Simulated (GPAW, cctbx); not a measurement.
## Reading charge transfer from structure factors

Ga4AsN3, P-43m (no. 215), a = 4.8967 Å, b = 4.8967 Å, c = 4.8967 Å, α = 90.00°, β = 90.00°, γ = 90.00°.

| atom | mult. | x | y | z |
| --- | --- | --- | --- | --- |
| As1 | 1 | 1/2 | 1/2 | 1/2 |
| Ga1 | 4 | 0.2271 | 0.2271 | 0.7729 |
| N1 | 3 | 0 | 0 | 1/2 |

The cell is our own: ordered zincblende alloy in the eight-atom cube, 3 of 4 As sites given to N.

Absolute values of the static structure factors of the conventional cell from DFT (PBE, GPAW) against free spherical atoms, in electrons:

```csv
hkl,d (Å),free atoms,crystal
010,4.897,7.84,7.92
011,3.462,25.34,25.14
111,2.827,108.22,108.68
020,2.448,55.41,54.53
021,2.190,34.18,33.90
121,1.999,31.80,31.57
022,1.731,113.11,113.16
122,1.632,10.59,10.62
030,1.632,54.79,54.77
031,1.548,14.01,13.91
```

**Question.** Which way does charge move, and which reflections show it best?

Project each element's phase sum on the total phase. |F| rises if density moves to atoms that scatter in phase and falls if it moves to atoms that scatter against it; the rule is for low angles, since changes of shape take over beyond. Where all elements are in phase the terms compete, and the compactness of the donor's and the acceptor's density matters too.

| hkl | As in phase | Ga in phase | N in phase | change (e) | (%) |
| --- | --- | --- | --- | --- | --- |
| 010 | +1.0 | -0.6 | -1.0 | +0.08 | +1.0 |
| 011 | +1.0 | +0.1 | -1.0 | -0.20 | -0.8 |
| 111 | +0.4 | +3.6 | +1.2 | +0.46 | +0.4 |
| 020 | -1.0 | +3.8 | -3.0 | -0.88 | -1.6 |
| 021 | +1.0 | +0.6 | -1.0 | -0.28 | -0.8 |
| 121 | +0.6 | +0.9 | -0.6 | -0.23 | -0.7 |
| 022 | +1.0 | +3.7 | +3.0 | +0.05 | 0.0 |
| 122 | +0.8 | -0.2 | -0.8 | +0.03 | +0.3 |

Low-angle reflections that set elements apart and change by more than 0.05 e: 010, 011, 020, 021 and 121. The signs fit a gain of density on As and N and a loss on Ga, apart from 010. The best witness is 020, -1.6 %, where N enters with -3.0. The real-space density agrees: Voronoi charges As -0.19, Ga +0.36, N -0.41 e. The shortest bond, Ga–N, has Δρ = +0.09 e/Å³ at its midpoint, on a slope that rises towards one atom.

[Outputs are excerpts: Python notices, other lines and further rows are left out; steps that failed or that the build refused (PBEsol, TPSS) are not shown.]

[Logs are printed without paths, hosts, clocks, repeated set-up lines and the standing remarks that a program may print on its own settings, such as how far it seeks lower states.]
